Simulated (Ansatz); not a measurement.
# TcF2 (1T sheet): how robust is the cRPA U?, part 2 of 2

What does U in TcF2 (1T sheet) depend on besides the window?

Ansatz 0.2.0; constrained RPA on PBE, plane waves, PAW.

So far. Step 3 (Changed: 9×9×1 mesh): On the Tc d shell, screening brings the on-site interaction from 13.8 eV down to U = 5.48 eV. Step 4 (Changed: accuracy high): On the Tc d shell, screening brings the on-site interaction from 13.8 eV down to U = 5.45 eV.

### 6. Changed: a wide Fermi-Dirac smearing

Contents of input.yaml:

```yaml
crystal:
  lattice:
    - [0.0, 2.00436414, 2.00436414]
    - [2.00436414, -2.00436414, 0.0]
    - [16.73236119, 16.73236119, -16.73236119]
  atoms:
    - { symbol: Tc, position: [0.0, 0.0, 0.320735268] }
    - { symbol: F, position: [0.3333333333, 0.6666666667, 0.3700311093] }
    - { symbol: F, position: [0.6666666667, 0.3333333333, 0.2714394266] }
  periodic: [true, true, false]
kpoints:
  mp_grid: { grid: [12, 12, 1] }
hamiltonian:
  xc: pbe
scf:
  occupations: { method: fermi_dirac, width: 1.0 }
  n_extra_bands: 19
  max_iter: 150
  lower_state_search: "off"
output:
  crpa:
    kmesh: [6, 6, 1]
    target_bands: [v3, c2]
    projections: [{ species: Tc, l: d, shell: 4 }]
```

Launch:

```sh
$ ansatz run input.yaml --threads 4 --pin off --max-ram 14745MiB --backend cpu --events-out ev --progress --plain --runs-dir out
```

Numbers of over 12 decimals in the logs are rounded to 6 here.

Output:

```text
scf.n_extra_bands = 19 over 15 filled bands (N_el = 29.0): the run solves 34 bands
Engine: ansatz 0.2.0, aarch64-unknown-linux-gnu
Pseudopotentials: kind: paw
Pseudopotential: Tc, paw, valence charge 15, recommended cutoff 500 eV (normal), Tc.paw.azcp
Pseudopotential: F, paw, valence charge 7, recommended cutoff 420 eV (normal), F.paw.azcp
Functional definition: PBE
  parameter kappa = 0.804
  parameter beta = 0.066725
  exchange = pbe_x(kappa = kappa, mu = beta*pi^2/3)
  correlation = pbe_c(beta = beta)
Crystal: 3 atoms, lattice volume = 201.666 Å³
[...]
Error: refused after 8 iterations: slab_electrons_in_vacuum = 1.01e-4 (threshold 1.00e-6); electrons that its smearing lays highest leave the slab for the vacuum on both its sides, from a quarter of the vector that does not repeat out to the cut: the least energy of a wave there at their k-point stands 4.0 eV under their level, and 1.01e-4 e/Å² of theirs stand a quarter out or further, so that the energy and levels can hang on that vector's length. Under a cutoff below the recommended one the basis itself can leave a density there or draw electrons out: first raise basis.ecutwfc. Narrow scf.occupations.width, or fill by another scf.occupations.method. [rest of the remark cut]
```

Wall time 4.2 s (4 threads of Arm Neoverse V1, shared host); peak memory 0.59 GiB.

Residual by cycle:

cycle, log10 residual and a bar from the least value:
```
        1        0.3 ##############################
        2       -0.4 ############################
        3       -1.7 #######################
        4       -3.0 ###################
        5       -4.3 ##############
        6       -5.3 ###########
        7       -6.7 #####
        8       -8.3
```

The run ended with an error.

After 8 cycles the residual stands at 5.5e-9.

The program's message: “Error: refused after 8 iterations: slab_electrons_in_vacuum = 1.01e-4 (threshold 1.00e-6); electrons that its smearing lays highest leave the slab for the vacuum on both its sides, from a quarter of t …”

The fault put into this input: a wide Fermi-Dirac smearing.

### 7. Changed: potentials

This step: constrained RPA on PBE, plane waves, norm-conserving pseudopotentials.

input.yaml, as its differences from that of step 6:

```diff
@@ -14,4 +14,5 @@
   xc: pbe
+  pseudopotentials: { kind: nc }
 scf:
-  occupations: { method: fermi_dirac, width: 1.0 }
+  occupations: { method: gaussian, width: 0.08 }
   n_extra_bands: 19
```

Output:

```text
[...]
Crystal: 3 atoms, lattice volume = 201.666 Å³
Basis set: ecut = 1320 eV, 22149 PW (Γ)
Bands: 34, of which v1, the nominal top of the filled ones, is band 15 counted from 1 (14 counted from 0)
Symmetry: 12 space group operations
[...]
k-points: 19 of 144
[...]
χ-basis size per q: N_G = 709..745
[...]
screened: U = 5.4491 eV, U' = 4.6935 eV, J = 0.3689 eV
      screened d-shell averages: U_bar = F0 = 4.8446 eV, J_bar = 0.5200 eV
      screened, to within: U = 1.5e-2 eV, U' = 1.5e-2 eV, J = 9.6e-4 eV
      screened d-shell averages, to within: U_bar = 1.4e-2 eV, J_bar = 1.3e-3 eV
      bare: V = 13.7674 eV, V' = 12.7258 eV, J = 0.4944 eV
      bare d-shell averages: V_bar = F0 = 12.9341 eV, J_bar = 0.7027 eV
[...]
[key lines of the parts left out:]
SCF converged after 9 iterations
Free energy (F): -3672.796457 eV
Fermi energy:    -4.779707 eV
```

Run time: 8.7 min. Hardware: 4 threads; peak memory 5 GiB; 33 min of CPU time.

This step gave:

- U: 5.449 eV
- U prime (inter-orbital): 4.693 eV
- J: 0.3689 eV
- bare V: 13.77 eV
- bare J: 0.4944 eV
- stated bound on U: 0.01476 eV
- U over bare V: 0.3958
- electrons in the window: 5.000
- head of the constrained inverse dielectric matrix: 0.7652
- least eigenvalue of the projection's overlap: 0.6665
- target functions: 5
- bands in the sums: 34
- width of the target bands: 5.328 eV
- weight of the projected orbitals in the window: 0.8414

On the Tc d shell, screening brings the on-site interaction from 13.8 eV down to U = 5.45 eV.

### 8. Changed: PBEsol

This step: constrained RPA on PBEsol, plane waves, PAW.

input.yaml, as its differences from that of step 7:

```diff
@@ -13,4 +13,3 @@
 hamiltonian:
-  xc: pbe
-  pseudopotentials: { kind: nc }
+  xc: pbesol
 scf:
```

Output:

```text
[...]
Crystal: 3 atoms, lattice volume = 201.666 Å³
Basis set: ecut = 500 eV, 5085 PW (Γ)
Bands: 34, of which v1, the nominal top of the filled ones, is band 15 counted from 1 (14 counted from 0)
Symmetry: 12 space group operations
[...]
k-points: 19 of 144
[...]
χ-basis size per q: N_G = 709..745
[...]
screened: U = 5.4475 eV, U' = 4.6959 eV, J = 0.3659 eV
      screened d-shell averages: U_bar = F0 = 4.8462 eV, J_bar = 0.5162 eV
      screened, to within: U = 1.2e-2 eV, U' = 1.2e-2 eV, J = 4.7e-4 eV
      screened d-shell averages, to within: U_bar = 1.1e-2 eV, J_bar = 6.8e-4 eV
      bare: V = 13.6940 eV, V' = 12.6571 eV, J = 0.4898 eV
      bare d-shell averages: V_bar = F0 = 12.8645 eV, J_bar = 0.6972 eV
[...]
[key lines of the parts left out:]
SCF converged after 10 iterations
Free energy (F): -6935.952391 eV
Fermi energy:    -4.810489 eV
```

The job ended after 2.4 min (4 threads; peak memory 1.6 GiB).

This step gave:

| Property | Result |
| --- | --- |
| U | 5.447 eV |
| U prime (inter-orbital) | 4.696 eV |
| J | 0.3659 eV |
| bare V | 13.69 eV |
| bare J | 0.4898 eV |
| stated bound on U | 0.01143 eV |
| U over bare V | 0.3978 |
| electrons in the window | 5.000 |
| head of the constrained inverse dielectric matrix | 0.7679 |
| least eigenvalue of the projection's overlap | 0.6625 |
| target functions | 5 |
| bands in the sums | 34 |
| width of the target bands | 5.334 eV |
| weight of the projected orbitals in the window | 0.8388 |

On the Tc d shell, screening brings the on-site interaction from 13.7 eV down to U = 5.45 eV.

### 9. Side by side

Times are wall times on 4 threads of Arm Neoverse V1, shared host, good to a factor of about two.

```tsv
run	bare V (eV)	U (eV)	J (eV)	bound on U (eV)	width (eV)	time
target window	13.78	5.451	0.370	0.0114	5.34	2.6 min
9×9×1 mesh	13.76	5.477	0.370	0.0121	5.34	8.7 min
accuracy high	13.78	5.451	0.371	0.0010	5.34	3.1 min
potentials	13.77	5.449	0.369	0.0148	5.33	8.7 min
PBEsol	13.69	5.447	0.366	0.0114	5.33	2.4 min
```

### 10. Summary of results

| Item | Value |
| --- | --- |
| target window | U 5.45 eV, J 0.37 eV |
| 9×9×1 mesh | U 5.48 eV, J 0.37 eV |
| accuracy high | U 5.45 eV, J 0.37 eV |
| potentials | U 5.45 eV, J 0.37 eV |
| PBEsol | U 5.45 eV, J 0.37 eV |

9×9×1 mesh moves U by +0.03 eV at 3.4 times the time. Accuracy high moves U by +0.0002 eV (within the solver's bounds, for the mean over orbitals). Potentials moves U by −0.001 eV (within the solver's bounds, for the mean over orbitals) at 3.4 times the time. PBEsol moves U by −0.003 eV (within the solver's bounds, for the mean over orbitals). The printed bound covers the solver alone, not the mesh. The parent state is non-magnetic and the interaction static (zero frequency); U depends on the window and the orbitals, so it belongs to this model alone.

[Paths, hosts, dates, memory and timing lines, banners, echoed tables and standing remarks are left out of the program output.]

[Logs are printed without paths, hosts, clocks, repeated set-up lines and the standing remarks that a program may print on its own settings, such as how far it seeks lower states.]

[Runs of the session that timed out or met a known fault of the program may be left out.]

[Hosts, paths, dates, database ids (printed as entryN), source tags and the programs' standing remarks are cut or masked in the printed files.]
